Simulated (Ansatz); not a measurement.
# How fast states decay through KNa2YF6

Wanted: the relaxed cell of KNa2YF6, its band edges and its decay constants. It is built by putting K for Tl, Na for Rb in the Rb2YTlF6 structure of space group Fm-3m, with the volume rescaled by atomic radii. The parent structure comes from the Materials Project.

Main program and level: Ansatz 0.2.0; PBE DFT, plane waves, PAW files, in the first sound run; inputs show where later runs differ.

The structure was built from a prototype and need not be the compound's stable phase.

## 1. Starting point

The structure is cubic, space group Fm-3m (No. 225). Conventional cell: a = 9.393 Å, b = 9.393 Å, c = 9.393 Å, α = 90.00°, β = 90.00°, γ = 90.00°. Nearest to Na lie 12 F at 3.33 Å. Nearest to Y lie 6 F at 2.11 Å. Nearest to K lie 6 F at 2.58 Å. Nearest to F lie 1 Y at 2.11 Å and 1 K at 2.58 Å. It derives from Rb2YTlF6. K for Tl, Na for Rb in the Rb2YTlF6 structure of space group Fm-3m. Farther neighbours and most contacts between anions are not listed.

## 2. Relaxing the new crystal

The substituted atoms don't fit the parent's cell, so cell and atoms relax together. A small smearing keeps the run stable in case the gap closes on the way.

input.yaml reads:

```yaml
crystal:
  lattice:
    - [0.0, 4.6967496418, 4.6967496418]
    - [4.6967496418, 0.0, 4.6967496418]
    - [4.6967496418, 4.6967496418, 0.0]
  atoms:
    - { symbol: Na, position: [0.75, 0.75, 0.75] }
    - { symbol: Na, position: [0.25, 0.25, 0.25] }
    - { symbol: "Y", position: [0.0, 0.0, 0.0] }
    - { symbol: K, position: [0.5, 0.5, 0.5] }
    - { symbol: F, position: [0.774986, 0.225014, 0.225014] }
    - { symbol: F, position: [0.225014, 0.225014, 0.774986] }
    - { symbol: F, position: [0.225014, 0.774986, 0.774986] }
    - { symbol: F, position: [0.225014, 0.774986, 0.225014] }
    - { symbol: F, position: [0.774986, 0.225014, 0.774986] }
    - { symbol: F, position: [0.774986, 0.774986, 0.225014] }
kpoints:
  mp_grid: { grid: [4, 4, 4] }
scf:
  occupations: { method: gaussian, width: 0.03 }
hamiltonian:
  xc: pbe
output:
  forces: true
  stress: true
relax:
  f_tol: 0.02
  max_steps: 60
  cell: {}
```

On the command line:

```
$ ansatz run input.yaml --threads 2 --pin off --max-ram 4096MiB --backend cpu --events-out ev --progress --plain --runs-dir out
```

Numbers of over 12 decimals in the logs are rounded to 6 here.

The log of the run:

```text
Engine: ansatz 0.2.0, x86_64-unknown-linux-gnu
Pseudopotentials: kind: paw
Pseudopotential: Na, paw, valence charge 9, recommended cutoff 420 eV (normal), Na.paw.azcp
Pseudopotential: Y, paw, valence charge 11, recommended cutoff 420 eV (normal), Y.paw.azcp
Pseudopotential: K, paw, valence charge 9, recommended cutoff 420 eV (normal), K.paw.azcp
Pseudopotential: F, paw, valence charge 7, recommended cutoff 420 eV (normal), F.paw.azcp
Functional definition: PBE
  parameter kappa = 0.804
  parameter beta = 0.066725
  exchange = pbe_x(kappa = kappa, mu = beta*pi^2/3)
  correlation = pbe_c(beta = beta)
Crystal: 10 atoms, lattice volume = 207.215 Å³
Basis set: ecut = 420 eV, 4015 PW (Γ), exchange–correlation on 90×90×90 points (8 copies of the dense FFT grid, shifted against one another)
Bands: 50, of which v1, the nominal top of the filled ones, is band 40 counted from 1 (39 counted from 0)
Symmetry: 48 space group operations
Space group: Fm-3m (ITA 225), of the structure as read, at distance tolerance 5.9e-5 Å
k-points: 8 of 64
Non-local potential: Na, projectors of the file, l = 0: 3, l = 1: 2, l = 2: 1
Non-local potential: Y, projectors of the file, l = 0: 3, l = 1: 2, l = 2: 2, l = 3: 1
Non-local potential: K, projectors of the file, l = 0: 3, l = 1: 2, l = 2: 2
Non-local potential: F, projectors of the file, l = 0: 2, l = 1: 2, l = 2: 1
PAW form: soft (Blöchl's): semilocal exchange-correlation on the pseudo side does not see the compensation charge
PAW one-centre angular grid: Na, 110 points (default); XC on 64 Gauss nodes
PAW one-centre angular grid: Y, 590 points (default); XC on 64 Gauss nodes
PAW one-centre angular grid: K, 110 points (default); XC on 64 Gauss nodes
PAW one-centre angular grid: F, 110 points (default); XC on 64 Gauss nodes
Initial density: superposition of atomic densities (neutral atoms: chi_scale 0, normalization atom), corrected by the library's trained network
Initial wavefunctions: pseudopotential atomic-orbital guess
Functional: x = pbe(κ = 0.804, μ = 0.219515), c = pbe(β = 0.066725)
SCF iter   1: F=—  HF=-13223.399327 eV  |F-HF|=—  |Δ(HF+E_count)|=         —  Δρ=6.61e-4  dr2=8.32e-4  ethr=1.77e-3  ⟨swp⟩=6.1  Hψ=1639  notcnv=0
preconditioner: auto → Resta (q_TF=auto, 2.328 Å⁻¹)  ε∞=2.4  [insulator: Δε(μ)=4.692 eV  Ē_g=18.559 eV  σ=0.030 eV  W_gap=1.00  n_scr=58 (ndim 8)  ℏωp=22.2 eV  f_vac=0.333  D(μ)=0.00/eV (n_scr^D=0)  ε∞_Penn≈2.4]
SCF iter   2: F=—  HF=-13223.399433 eV  |F-HF|=—  |Δ(HF+E_count)|=   1.07e-4  Δρ=3.31e-4  dr2=2.25e-4  ethr=1.04e-6  ⟨swp⟩=2.0  Hψ=802  notcnv=0  defer=17
SCF iter   3: F=—  HF=-13223.399620 eV  |F-HF|=—  |Δ(HF+E_count)|=   1.86e-4  Δρ=1.86e-4  dr2=7.42e-5  ethr=2.82e-7  ⟨swp⟩=2.1  Hψ=577  notcnv=0  defer=17
SCF iter   4: F=—  HF=-13223.399511 eV  |F-HF|=—  |Δ(HF+E_count)|=   1.08e-4  Δρ=4.52e-5  dr2=4.58e-6  ethr=9.27e-8  ⟨swp⟩=2.0  Hψ=592  notcnv=0  defer=17
SCF iter   5: F=—  HF=-13223.399512 eV  |F-HF|=—  |Δ(HF+E_count)|=   4.75e-7  Δρ=9.31e-6  dr2=1.73e-7  ethr=5.73e-9  ⟨swp⟩=2.0  Hψ=617  notcnv=0  defer=17
SCF iter   6: F=-13223.399512 eV  HF=-13223.399512 eV  |F-HF|=6.17e-9  |Δ(HF+E_count)|=   2.33e-7  Δρ=1.90e-6  dr2=7.04e-9  ethr=1.25e-10  ⟨swp⟩=4.0  Hψ=1155  notcnv=0
SCF 1 converged in 6 iterations: F = -13223.399512 eV  dr2 = 7.04e-9
  greatest PAW one-centre occupation: 0.999 electrons in one spin orbital (limit 2), on the Na atom at site 1 (counted from 0), in its partial waves of l = 0
relax step   1: F+E_penalty+E_count = -13223.39951206 eV  Δ(F+E_penalty+E_count) = +0.000e0 eV  max|allowed force component| = 1.022e0 eV/Å  Δτ_max = 0.0000 Å  P = +1.477 GPa  Ω = 207.215 Å³  (6 SCF iters, dr2 threshold 1.00e-7 eV, accepted)
Crystal: 10 atoms, lattice volume = 200.025 Å³
Basis set: ecut = 420 eV, 3839 PW (Γ), exchange–correlation on 90×90×90 points (8 copies of the dense FFT grid, shifted against one another)
Initial density: handed on by an earlier stage of this run
Initial wavefunctions: those handed on with the density
iter 1 solved again at ethr=1.13e-4 eV; its pass at ethr=3.10e-3 eV (dr2=9.08e-2 eV) is discarded
SCF iter   1: F=—  HF=-13223.599519 eV  |F-HF|=—  |Δ(HF+E_count)|=         —  Δρ=9.91e-3  dr2=9.25e-2  ethr=1.13e-4  ⟨swp⟩=3.1  Hψ=1805  notcnv=0
preconditioner: auto → Resta (q_TF=auto, 2.342 Å⁻¹)  ε∞=2.5  [insulator: Δε(μ)=4.660 eV  Ē_g=18.480 eV  σ=0.030 eV  W_gap=1.00  n_scr=50 (ndim 8)  ℏωp=22.6 eV  f_vac=0.311  D(μ)=0.00/eV (n_scr^D=0)  ε∞_Penn≈2.5]
SCF iter   2: F=—  HF=-13223.573492 eV  |F-HF|=—  |Δ(HF+E_count)|=   2.60e-2  Δρ=4.48e-3  dr2=1.60e-2  ethr=1.13e-4  ⟨swp⟩=2.1  Hψ=625  notcnv=0
SCF iter   3: F=—  HF=-13223.570026 eV  |F-HF|=—  |Δ(HF+E_count)|=   3.47e-3  Δρ=1.93e-3  dr2=3.05e-3  ethr=2.01e-5  ⟨swp⟩=2.4  Hψ=697  notcnv=0
SCF iter   4: F=—  HF=-13223.569465 eV  |F-HF|=—  |Δ(HF+E_count)|=   5.61e-4  Δρ=4.91e-4  dr2=2.10e-4  ethr=3.81e-6  ⟨swp⟩=2.0  Hψ=544  notcnv=0
SCF iter   5: F=—  HF=-13223.569260 eV  |F-HF|=—  |Δ(HF+E_count)|=   2.05e-4  Δρ=6.10e-5  dr2=5.32e-6  ethr=2.62e-7  ⟨swp⟩=2.9  Hψ=724  notcnv=0
SCF iter   6: F=-13223.569262 eV  HF=-13223.569261 eV  |F-HF|=3.90e-7  |Δ(HF+E_count)|=   1.84e-6  Δρ=2.01e-5  dr2=6.25e-7  ethr=1.25e-9  ⟨swp⟩=4.0  Hψ=1380  notcnv=0
SCF 2 converged in 6 iterations: F = -13223.569262 eV  dr2 = 6.25e-7
relax step   2: F+E_penalty+E_count = -13223.56926186 eV  Δ(F+E_penalty+E_count) = -1.697e-1 eV  max|allowed force component| = 3.202e-1 eV/Å  Δτ_max = 0.0893 Å  P = -0.063 GPa  Ω = 200.025 Å³  energy of the carried Pulay correction = +1.557e-2 eV  (6 SCF iters, dr2 threshold 1.00e-6 eV, accepted)
Crystal: 10 atoms, lattice volume = 203.102 Å³
Basis set: ecut = 420 eV, 3943 PW (Γ), exchange–correlation on 90×90×90 points (8 copies of the dense FFT grid, shifted against one another)
iter 1 solved again at ethr=9.74e-6 eV; its pass at ethr=3.10e-3 eV (dr2=7.79e-3 eV) is discarded
SCF iter   1: F=—  HF=-13223.588042 eV  |F-HF|=—  |Δ(HF+E_count)|=         —  Δρ=2.81e-3  dr2=8.14e-3  ethr=9.74e-6  ⟨swp⟩=3.0  Hψ=1806  notcnv=0
preconditioner: auto → Resta (q_TF=auto, 2.336 Å⁻¹)  ε∞=2.5  [insulator: Δε(μ)=4.802 eV  Ē_g=18.490 eV  σ=0.030 eV  W_gap=1.00  n_scr=58 (ndim 8)  ℏωp=22.4 eV  f_vac=0.322  D(μ)=0.00/eV (n_scr^D=0)  ε∞_Penn≈2.5]
SCF iter   2: F=—  HF=-13223.585634 eV  |F-HF|=—  |Δ(HF+E_count)|=   2.41e-3  Δρ=1.33e-3  dr2=1.49e-3  ethr=9.74e-6  ⟨swp⟩=2.0  Hψ=637  notcnv=0
SCF iter   3: F=—  HF=-13223.585297 eV  |F-HF|=—  |Δ(HF+E_count)|=   3.37e-4  Δρ=5.54e-4  dr2=3.38e-4  ethr=1.87e-6  ⟨swp⟩=2.0  Hψ=616  notcnv=0
SCF iter   4: F=—  HF=-13223.585038 eV  |F-HF|=—  |Δ(HF+E_count)|=   2.59e-4  Δρ=1.56e-4  dr2=2.91e-5  ethr=4.22e-7  ⟨swp⟩=2.0  Hψ=544  notcnv=0
SCF iter   5: F=-13223.585035 eV  HF=-13223.585035 eV  |F-HF|=3.25e-7  |Δ(HF+E_count)|=   2.82e-6  Δρ=2.35e-5  dr2=8.86e-7  ethr=1.25e-9  ⟨swp⟩=2.6  Hψ=1536  notcnv=0
SCF 3 converged in 5 iterations: F = -13223.585035 eV  dr2 = 8.86e-7
relax step   3: F+E_penalty+E_count = -13223.58503514 eV  Δ(F+E_penalty+E_count) = -1.577e-2 eV  max|allowed force component| = 2.833e-3 eV/Å  Δτ_max = 0.0245 Å  P = -0.023 GPa  Ω = 203.102 Å³  energy of the carried Pulay correction = +8.842e-3 eV  (5 SCF iters, dr2 threshold 1.00e-6 eV, accepted)
[...]
relax step   4: F+E_penalty+E_count = -13223.57675671 eV  Δ(F+E_penalty+E_count) = +8.278e-3 eV  max|allowed force component| = 3.071e-3 eV/Å  Δτ_max = 0.0000 Å  P = -0.104 GPa  Ω = 203.102 Å³  stress off target by 1.04e-1 GPa  SCF on the basis re-selected at this cell (its energy is not comparable with the rows above)  (6 SCF iters)
[...]
relax step   5: F+E_penalty+E_count = -13223.57790758 eV  Δ(F+E_penalty+E_count) = -1.151e-3 eV  max|allowed force component| = 3.062e-3 eV/Å  Δτ_max = 0.0009 Å  P = -0.032 GPa  Ω = 202.659 Å³  energy of the carried Pulay correction = +9.793e-4 eV  (5 SCF iters, dr2 threshold 2.70e-8 eV, accepted)
iter 1 solved again at ethr=1.71e-9 eV; its pass at ethr=3.10e-3 eV (dr2=1.36e-6 eV) is discarded
SCF iter   1: F=—  HF=-13223.577749 eV  |F-HF|=—  |Δ(HF+E_count)|=         —  Δρ=5.43e-6  dr2=1.95e-8  ethr=1.71e-9  ⟨swp⟩=4.0  Hψ=2900  notcnv=0
preconditioner: auto → Resta (q_TF=auto, 2.337 Å⁻¹)  ε∞=2.5  [insulator: Δε(μ)=4.766 eV  Ē_g=18.497 eV  σ=0.030 eV  W_gap=1.00  n_scr=58 (ndim 8)  ℏωp=22.4 eV  f_vac=0.318  D(μ)=0.00/eV (n_scr^D=0)  ε∞_Penn≈2.5]
SCF iter   2: F=—  HF=-13223.577716 eV  |F-HF|=—  |Δ(HF+E_count)|=   3.33e-5  Δρ=2.48e-6  dr2=7.03e-9  ethr=2.43e-11  ⟨swp⟩=3.0  Hψ=831  notcnv=0
SCF iter   3: F=—  HF=-13223.577716 eV  |F-HF|=—  |Δ(HF+E_count)|=   5.81e-9  Δρ=1.16e-6  dr2=1.82e-9  ethr=8.79e-12  ⟨swp⟩=2.6  Hψ=731  notcnv=0
SCF iter   4: F=—  HF=-13223.577716 eV  |F-HF|=—  |Δ(HF+E_count)|=   2.57e-9  Δρ=7.48e-7  dr2=9.45e-10  ethr=2.28e-12  ⟨swp⟩=2.5  Hψ=742  notcnv=0
SCF iter   5: F=-13223.577716 eV  HF=-13223.577716 eV  |F-HF|=4.91e-11  |Δ(HF+E_count)|=  2.89e-10  Δρ=1.63e-7  dr2=5.24e-11  ethr=1.00e-12  ⟨swp⟩=3.0  Hψ=1307  notcnv=0
SCF 6 converged in 5 iterations: F = -13223.577716 eV  dr2 = 5.24e-11
relax step   6: F+E_penalty+E_count = -13223.57771585 eV  Δ(F+E_penalty+E_count) = +1.917e-4 eV  max|allowed force component| = 3.057e-3 eV/Å  Δτ_max = 0.0000 Å  P = -0.037 GPa  Ω = 202.659 Å³  stress off target by 3.65e-2 GPa  SCF on the basis re-selected at this cell (its energy is not comparable with the rows above)  (5 SCF iters)
basis re-selected at this cell: Δ(F+E_penalty+E_count) = +1.917e-4 eV, ΔP = -0.005 GPa vs the last step (what re-selecting the basis moved, of the pressure what is left beyond the Pulay correction that the steps carried, after the strain that the cell walked since its last selection, with what the two solves' SCF thresholds leave and, on support functions, any second-order correction that the steps lacked; it is no m [...]
SCF converged after 5 iterations
Free energy (F): -13223.577716 eV
Harris-Foulkes:  -13223.577716 eV  (|F-HF|=4.91e-11)
Internal energy: -13223.577716 eV  (E = F + TS)
E sigma→0 (E₀):  -13223.577716 eV
Fermi energy:    1.961930 eV
--- Per-component energies (eV) ---
  E_band       = -1027.403450
  E_kinetic    = 2043.095972
  E_local      = -8274.070998  (includes V_loc(G=0)·N_el)
  E_nonlocal   = 731.440098
  E_hartree    = 3056.629586
  E_xc         = -869.716086
  E_vxc        = -1083.269852  (∫ρ·V_xc dr)
  E_paw        = -5336.165757  (= ΣΔE_a)
  E_vpaw       = -557.870049  (= ΣTr[D̂ρ^β])
  E_aug_tail   = 0.012268  (compensation charges beyond the density's cutoff)
  E_ewald      = -4574.802800
  E_smearing   = -0.000000  (= −TS)
  E_closure    = 0.000000  (closes the sum)
  Σ components = -13223.577716   (vs F -13223.577716, Δ=0.00e0)
--- Forces (eV/Å), atoms counted from 1 ---
  atom   1  Na     0.00000000     0.00000000    -0.00000000
  atom   2  Na    -0.00000000    -0.00000000     0.00000000
  atom   3  Y     -0.00000000     0.00000000     0.00000000
  atom   4  K      0.00000000    -0.00000000     0.00000000
  atom   5  F     -0.00305655     0.00000000     0.00000000
  atom   6  F      0.00000000    -0.00000000    -0.00305655
  atom   7  F      0.00305655    -0.00000000    -0.00000000
  atom   8  F      0.00000000    -0.00305655     0.00000000
  atom   9  F     -0.00000000     0.00305655    -0.00000000
  atom  10  F     -0.00000000    -0.00000000     0.00305655
  max |Σ_I F_I| component: 2.60e-18 eV/Å
--- Stress (GPa, compression-positive) ---
       -0.036549      -0.000000      -0.000000
       -0.000000      -0.036549      -0.000000
       -0.000000      -0.000000      -0.036549
  P = ⅓ Tr σ = -0.0365 GPa (-0.365 kbar)
--- Relaxed structure (4 steps of the walk, 4 accepted, 2 SCFs on fresh bases) ---
  F+E_penalty+E_count = -13223.57771585 eV   max|allowed force component| = 3.057e-3 eV/Å   (the final SCF, on the basis selected at the relaxed cell)
  cell:  # Å, volume = 202.6594 Å³
    - [0, 4.662072, 4.662072]
    - [4.662072, 0, 4.662072]
    - [4.662072, 4.662072, 0]
  atoms:
    - { symbol: Na, position: [0.75, 0.75, 0.75] }
    - { symbol: Na, position: [0.25, 0.25, 0.25] }
    - { symbol: Y, position: [-3.9012121386957435e-19, -2.1468208810574043e-19, 2.285325454028866e-19] }
    - { symbol: K, position: [0.5, 0.5, 0.5] }
    - { symbol: F, position: [0.767996, 0.232004, 0.232004] }
    - { symbol: F, position: [0.232004, 0.232004, 0.767996] }
    - { symbol: F, position: [0.232004, 0.767996, 0.767996] }
    - { symbol: F, position: [0.232004, 0.767996, 0.232004] }
    - { symbol: F, position: [0.767996, 0.232004, 0.767996] }
    - { symbol: F, position: [0.767996, 0.767996, 0.232004] }
```

Wall time 4.4 s (2 threads of AMD EPYC 9R45, shared host); peak memory 0.58 GiB.

Step by step:

```tsv
step	energy less that of the first step (eV)	largest force component (eV/Å)	pressure (GPa)	volume (Å³)
1	0.0000	1.0219	1.48	207.22
2	-0.1698	0.3202	-0.06	200.02
3	-0.1855	0.0028	-0.02	203.10
4*	-0.1772	0.0031	-0.10	203.10
5	-0.1784	0.0031	-0.03	202.66
6*	-0.1782	0.0031	-0.04	202.66
```

Relaxation steps marked * repeat the geometry before them on a plane-wave basis chosen anew for their cell, so energy and pressure can jump there.

Forces are held to the 48 operations that the run works with; a distortion that breaks them can't arise in this run.

```tsv
conventional cell, symmetrised	before	after	change
a (Å)	9.393	9.324	-0.7 %
b (Å)	9.393	9.324	-0.7 %
c (Å)	9.393	9.324	-0.7 %
volume (Å³/atom)	20.72	20.27	-2.2 %
```

The atoms that moved most (Å, as changes of fractional coordinates times the final cell):

```tsv
atom	dx	dy	dz	length
F7	-0.065	0.000	0.000	0.065
F9	0.000	-0.065	0.000	0.065
F10	0.000	0.000	-0.065	0.065
F5	0.065	0.000	0.000	0.065
F8	0.000	0.065	0.000	0.065
F6	0.000	0.000	0.065	0.065
```

The relaxed structure:

```
Na Y K F
1.0
     0.00000    4.66207    4.66207
     4.66207    0.00000    4.66207
     4.66207    4.66207    0.00000
Na Y K F
2 1 1 6
Direct
  0.75000 0.75000 0.75000
  0.25000 0.25000 0.25000
  0.00000 0.00000 0.00000
  0.50000 0.50000 0.50000
  0.76800 0.23200 0.23200
  0.23200 0.23200 0.76800
  0.23200 0.76800 0.76800
  0.23200 0.76800 0.23200
  0.76800 0.23200 0.76800
  0.76800 0.76800 0.23200
```

This step gave:

```
free energy  : -13223.5777 eV
Fermi energy : 1.962 eV
pressure     : -0.03655 GPa
```

The largest force component on a free atom ends at 0.0031 eV/Å.

## 3. The bulk crystal and its band edges

The energy window and the wavevectors of the next steps follow from the band edges, so these are searched first, off the mesh as well.

input.yaml reads:

```yaml
crystal:
  lattice:
    - [0.0, 4.6620716769, 4.6620716769]
    - [4.6620716769, 0.0, 4.6620716769]
    - [4.6620716769, 4.6620716769, 0.0]
  atoms:
    - { symbol: Na, position: [0.75, 0.75, 0.75] }
    - { symbol: Na, position: [0.25, 0.25, 0.25] }
    - { symbol: "Y", position: [0.0, 0.0, 0.0] }
    - { symbol: K, position: [0.5, 0.5, 0.5] }
    - { symbol: F, position: [0.7679960395, 0.2320039605, 0.2320039605] }
    - { symbol: F, position: [0.2320039605, 0.2320039605, 0.7679960395] }
    - { symbol: F, position: [0.2320039605, 0.7679960395, 0.7679960395] }
    - { symbol: F, position: [0.2320039605, 0.7679960395, 0.2320039605] }
    - { symbol: F, position: [0.7679960395, 0.2320039605, 0.7679960395] }
    - { symbol: F, position: [0.7679960395, 0.7679960395, 0.2320039605] }
kpoints:
  mp_grid: { grid: [4, 4, 4] }
  band_path: { path: [VBM, CBM], npoints: 30 }
scf:
  occupations: { method: fixed }
hamiltonian:
  xc: pbe
output:
  eigenvalues: true
  write_potential: true
  write_density: true
  volumetric_format: npy
```

The log of the run:

```text
[...]
Crystal: 10 atoms, lattice volume = 202.659 Å³
Basis set: ecut = 420 eV, 3839 PW (Γ)
Bands: 50, of which v1, the nominal top of the filled ones, is band 40 counted from 1 (39 counted from 0)
Symmetry: 48 space group operations
[...]
k-points: 8 of 64
[...]
SCF iter   1: F=—  HF=-13223.577214 eV  |F-HF|=—  |Δ(HF+E_count)|=         —  Δρ=6.08e-4  dr2=6.43e-4  ethr=1.77e-3  ⟨swp⟩=4.1  Hψ=1426  notcnv=0  defer=62
[...]
SCF iter   6: F=-13223.577827 eV  HF=-13223.577827 eV  |F-HF|=8.68e-9  |Δ(HF+E_count)|=   2.41e-7  Δρ=1.57e-6  dr2=4.43e-9  ethr=1.25e-10  ⟨swp⟩=9.6  Hψ=1350  notcnv=0
SCF 1 converged in 6 iterations: F = -13223.577827 eV  dr2 = 4.43e-9
[...]
NSCF: frozen V_eff on 16 k-points
[...]
SCF converged after 6 iterations
Free energy (F): -13223.577827 eV
[...]
Internal energy: -13223.577827 eV  (E = F + TS)
E sigma→0 (E₀):  -13223.577827 eV
Fermi energy:    -0.421345 eV
[...]
--- Band table (eV; the first three rows and the last of 8) ---
  k-point 0: bands = [... 36 lower, -0.4950, -0.4213, -0.4213, -0.4213, 4.3451, 7.2385, 8.2998, 8.2998, ... 6 higher]
  k-point 1: bands = [... 36 lower, -0.6072, -0.4773, -0.4773, -0.4593, 4.8112, 6.9616, 8.3244, 8.3244, ... 6 higher]
  k-point 2: bands = [... 36 lower, -0.6935, -0.5519, -0.5519, -0.5103, 5.8754, 5.9829, 8.2403, 8.3462, ... 6 higher]
  k-point 7: bands = [... 36 lower, -0.5500, -0.5500, -0.5172, -0.5172, 6.4029, 6.4029, 7.5751, 7.6968, ... 6 higher]
```

Run time: 3.4 s. Hardware: 2 threads; peak memory 0.54 GiB; 6.5 s of CPU time.

In the SCF lines HF is the Harris–Foulkes energy and dr2 the Hartree energy of the density residual, in eV; the loop may stop once dr2 is under the threshold and the program's other checks hold. Hψ counts applications of the Hamiltonian.

Numbers from this step:

| Quantity | Value |
| --- | --- |
| free energy | -13223.5778 eV |
| Fermi energy | -0.4213 eV |
| gap on the k-mesh | 4.766 eV |
| gap on path | 4.766 eV, by band count; negative where bands overlap |
| direct gap on path | 4.766 eV |
| edge places on path | 0, 0 1/A along the path |

Levels at VBM (eV): -1.42, -1.42, -1.37, -1.35, -1.35, -1.35, -0.63, -0.63, -0.63, -0.35, -0.35, -0.35, -0.07, -0.07, -0.07, 0.00, 0.00, 0.00, 4.77, 7.66.

The searched edges give 4.77 eV, as on the mesh.

(Continued in part 2 of 2.)

[Logs are printed without paths, hosts, clocks, repeated set-up lines and the standing remarks that a program may print on its own settings, such as how far it seeks lower states.]

[Hosts, paths, dates, database ids (printed as entryN), source tags and the programs' standing remarks are cut or masked in the printed files.]
